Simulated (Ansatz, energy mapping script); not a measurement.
# BaMnO2 in the infinite layer structure: exchange couplings from total energies, part 3 of 3

Wanted: the magnetic order of BaMnO2 in the infinite layer structure, its couplings and an estimate of its ordering temperature, by PBE+U (1.32 eV).

PBE with U = 1.32 eV on Mn d, ortho-atomic projectors; plane waves, U on orthogonalised atomic orbitals unless named otherwise, collinear spin, no spin–orbit coupling.

So far. Step 8 (Run 5 (parallel; cell C, 8 atoms)): The run ends ferromagnetic. For each magnetic atom its energy differs from the parallel run of the first cell by 1.17 meV, an error that one common reference would have brought in. Step 9 (Order 6: compensated +−, cell C of 8 atoms): The run ends antiferromagnetic, 163.60 meV a magnetic atom above the parallel order of its cell (energies taken at zero occupation width, not the printed F).

### 10. Run 7 (parallel; cell D, 8 atoms)

A new cell needs its own zero of energy.

This run holds the same structure in another cell (a 3.715 → 4.127 Å, b 5.837 → 4.127 Å, c 5.837 → 7.429 Å).

File input.yaml:

```yaml
crystal:
  lattice:
    - [4.127187672, 0.0, 0.0]
    - [0.0, 4.127187672, 0.0]
    - [0.0, 0.0, 7.429443856]
  atoms:
    - { symbol: Ba, position: [0.5, 0.5, 0.25] }
    - { symbol: Ba, position: [0.5, 0.5, 0.75] }
    - { symbol: Mn, position: [0.0, 0.0, 0.0], spin: 4.5 }
    - { symbol: Mn, position: [0.0, 0.0, 0.5], spin: 4.5 }
    - { symbol: O, position: [0.5, 0.0, 0.0] }
    - { symbol: O, position: [0.5, 0.0, 0.5] }
    - { symbol: O, position: [0.0, 0.5, 0.0] }
    - { symbol: O, position: [0.0, 0.5, 0.5] }
magnetization:
  spin_polarized: true
kpoints:
  mp_grid: { grid: [10, 10, 6] }
hamiltonian:
  xc: pbe
  hubbard:
    sites:
      - { species: Mn, l: d, u_eff: 1.32 }
      - { site: 2, l: d, u_eff: 1.32, starting_ns: [{ spin: up, occupation_matrix: mn2_major }, { spin: down, occupation_matrix: mn2_minor }] }
      - { site: 3, l: d, u_eff: 1.32, starting_ns: [{ spin: up, occupation_matrix: mn2_major }, { spin: down, occupation_matrix: mn2_minor }] }
    projectors: ortho-atomic
    occupation_matrices:
      mn2_major:
        matrix:
          - [0.936, 0.0, 0.0, 0.0, 0.0]
          - [0.0, 0.995, 0.0, 0.0, 0.0]
          - [0.0, 0.0, 0.995, 0.0, 0.0]
          - [0.0, 0.0, 0.0, 0.752, 0.0]
          - [0.0, 0.0, 0.0, 0.0, 0.997]
      mn2_minor:
        matrix:
          - [0.321, 0.0, 0.0, 0.0, 0.0]
          - [0.0, 0.062, 0.0, 0.0, 0.0]
          - [0.0, 0.0, 0.062, 0.0, 0.0]
          - [0.0, 0.0, 0.0, 0.203, 0.0]
          - [0.0, 0.0, 0.0, 0.0, 0.098]
scf:
  occupations: { method: fermi_dirac, width: 0.05 }
output:
  eigenvalues: true
```

Started as:

```console
$ ansatz run input.yaml --threads 4 --pin off --max-ram 8192MiB --backend cpu --events-out ev --progress --plain --runs-dir out
```

Numbers of over 12 decimals in the logs are rounded to 6 here.

The log of the run:

```text
[...]
Crystal: 8 atoms, lattice volume = 126.551 Å³
Basis set: ecut = 420 eV, 2449 PW (Γ)
Bands: 50, of which v1, the nominal top of the filled ones, is band 37 counted from 1 (36 counted from 0)
Symmetry: 32 space group operations
[...]
k-points: 84 of 600
[...]
Starting moments: Σ|m| = 9 μB on 2 of 8 sites
[...]
k-point 0 ↑: bands = [... 33 lower, 8.2875, 8.2920, 8.3213, 8.5151, 8.5151, 8.9078, 8.9078, 9.0780, ... 9 higher]
  k-point 1 ↑: bands = [... 33 lower, 8.2229, 8.2321, 8.2591, 8.5315, 8.5315, 8.8683, 8.8683, 9.0782, ... 9 higher]
  k-point 2 ↑: bands = [... 33 lower, 8.0052, 8.1146, 8.1781, 8.5821, 8.5821, 8.7723, 8.7723, 9.0788, ... 9 higher]
  k-point 83 ↓: bands = [... 33 lower, 10.3005, 13.4341, 13.4341, 13.4341, 13.4341, 13.7608, 13.7608, 14.0225, ... 9 higher]
Occupation matrices written to <dir>
[key lines of the parts left out:]
SCF converged after 21 iterations
Magnetization: 8.0760 μB (41.0380 up, 32.9620 down)
Free energy (F): -21971.270268 eV
Fermi energy:    10.780806 eV
```

Run time: 38 s. Hardware: 4 threads of Arm Neoverse V1, shared host; peak memory 1.1 GiB; 2.4 min of CPU time.

The run ends ferromagnetic. For each magnetic atom its energy differs from the parallel run of the first cell by -0.86 meV, an error that one common reference would have brought in.

### 11. Order 8: compensated +−, cell D of 8 atoms

This order reverses 2 of the 2 neighbours at 3.71 Å, 0 of the 4 neighbours at 4.13 Å and 8 of the 8 neighbours at 5.55 Å, counted for an average magnetic atom.

Changes to input.yaml since step 10:

```diff
@@ -9,3 +9,3 @@
     - { symbol: Mn, position: [0.0, 0.0, 0.0], spin: 4.5 }
-    - { symbol: Mn, position: [0.0, 0.0, 0.5], spin: 4.5 }
+    - { symbol: Mn, position: [0.0, 0.0, 0.5], spin: -4.5 }
     - { symbol: O, position: [0.5, 0.0, 0.0] }
@@ -24,3 +24,3 @@
       - { site: 2, l: d, u_eff: 1.32, starting_ns: [{ spin: up, occupation_matrix: mn2_major }, { spin: down, occupation_matrix: mn2_minor }] }
-      - { site: 3, l: d, u_eff: 1.32, starting_ns: [{ spin: up, occupation_matrix: mn2_major }, { spin: down, occupation_matrix: mn2_minor }] }
+      - { site: 3, l: d, u_eff: 1.32, starting_ns: [{ spin: up, occupation_matrix: mn2_minor }, { spin: down, occupation_matrix: mn2_major }] }
     projectors: ortho-atomic
```

The log of the run:

```text
[...]
Crystal: 8 atoms, lattice volume = 126.551 Å³
Basis set: ecut = 420 eV, 2449 PW (Γ)
Bands: 50, of which v1, the nominal top of the filled ones, is band 37 counted from 1 (36 counted from 0)
Symmetry: 16 space group operations
[...]
k-points: 84 of 600
[...]
Starting moments: Σ|m| = 9 μB on 2 of 8 sites
[...]
k-point 1 ↑: bands = [... 33 lower, 8.5639, 8.9310, 8.9310, 8.9491, 10.6674, 12.3042, 12.4153, 12.4153, ... 9 higher]
  k-point 2 ↑: bands = [... 33 lower, 8.6088, 8.8230, 8.8230, 8.9492, 10.8602, 12.3035, 12.4258, 12.4258, ... 9 higher]
  k-point 83 ↓: bands = [... 33 lower, 9.4054, 9.4054, 9.6249, 10.2917, 12.8194, 12.8649, 13.3671, 13.3671, ... 9 higher]
Occupation matrices written to <dir>
[key lines of the parts left out:]
SCF converged after 14 iterations
Magnetization: 0.0000 μB (37.0000 up, 37.0000 down)
Free energy (F): -21971.079075 eV
Fermi energy:    11.075603 eV
```

Run time: 15 s. Hardware: 4 threads; peak memory 1.1 GiB.

The run ends antiferromagnetic, 99.73 meV a magnetic atom above the parallel order of its cell (energies taken at zero occupation width, not the printed F).

### 12. From energies to couplings

Each energy difference is a sum of couplings weighted by the pairs that the order reverses. A few near shells are fitted to the differences by least squares. Energies are those extrapolated to zero occupation width, not the free energies F.

The orders that converged (zero: parallel moments in the same cell):

| order | atoms | energy (meV a magnetic atom) | moments (μB) | moments kept as typed | opposed neighbours at 3.71, 4.13, 5.55 Å |
| --- | --- | --- | --- | --- | --- |
| parallel in cell A | 8 | 0.00 | 3.45 | yes | 0, 0, 0 |
| compensated +− in cell A | 8 | 174.41 | 3.43 | yes | 2, 2, 4 |
| parallel in cell B | 8 | 0.00 | 3.47 | yes | 0, 0, 0 |
| compensated +− in cell B | 8 | 40.48 | 3.35 | yes | 0, 2, 4 |
| parallel in cell C | 8 | 0.00 | 3.44 | yes | 0, 0, 0 |
| compensated +− in cell C | 8 | 163.60 | 3.27 | yes | 0, 4, 8 |
| parallel in cell D | 8 | 0.00 | 3.47 | yes | 0, 0, 0 |
| compensated +− in cell D | 8 | 99.73 | 3.55 | yes | 2, 0, 8 |

The Heisenberg fit (each pair counts twice, positive J is ferromagnetic):

| pair | distance (Å) | neighbours | J (meV) |
| --- | --- | --- | --- |
| Mn–Mn | 3.71 | 2 | 25.2 |
| Mn–Mn | 4.13 | 4 | 18.5 |
| Mn–Mn | 5.55 | 8 | -0.0716 |

These orders cannot tell some unfitted shells from fitted ones: the value at 4.13 Å holds J(4.13) + 2 J(8.50); other unfitted shells add to the values wholly or in part.

Adding the shell at 5.84 Å gives 33, 25, -2.1 and -5.2 meV, an exact solve that tests nothing.

Limits of this fit: it misses the energies by up to 33 meV, so no temperature is drawn.

### 13. Outcome

```
lowest order tried                                              : parallel
largest fitted value (a combination of shells), Mn–Mn at 3.71 Å : 25.2 meV
```

Of the orders tried, BaMnO2 in the infinite layer structure prefers parallel moments under PBE+U (1.32 eV). The largest fitted coupling is the Mn–Mn pair at 3.71 Å, ferromagnetic at 25 meV. The orders also reverse pairs at 5.84 and 6.92 Å, which are not fitted, so the fitted values hold their part too. No fitted order reverses the pairs at 7.43 Å, so their coupling is unknown and is set to zero in the model. With 4 differences for 3 couplings the fit misses by 33 meV at most, which is not small: farther shells, terms beyond the Heisenberg form or the mesh can cause that. In the fitted orders moments change by up to 5.2 % against the parallel run of the same cell, so the mapping is rough. Every order is gapless on its mesh at this level. In a metal exchange reaches farther, and a short model of fixed moments is less apt; where the compound is in fact an insulator, these couplings come from a wrongly metallic state. The cell was built from a prototype and relaxed; a distortion that needs a larger cell, or another structure that the compound may prefer, is not captured.

[Logs and program files are shortened in this print: banners, set-up blocks, solver, clock and traceback lines can be left out without a mark of their own.]

[Logs are printed without paths, hosts, clocks, repeated set-up lines and the standing remarks that a program may print on its own settings, such as how far it seeks lower states.]

[Hosts, paths, dates, database ids (printed as entryN), source tags and the programs' standing remarks are cut or masked in the printed files.]

[Where a cell is said to come from a database of computed structures, the database is the Materials Project.]
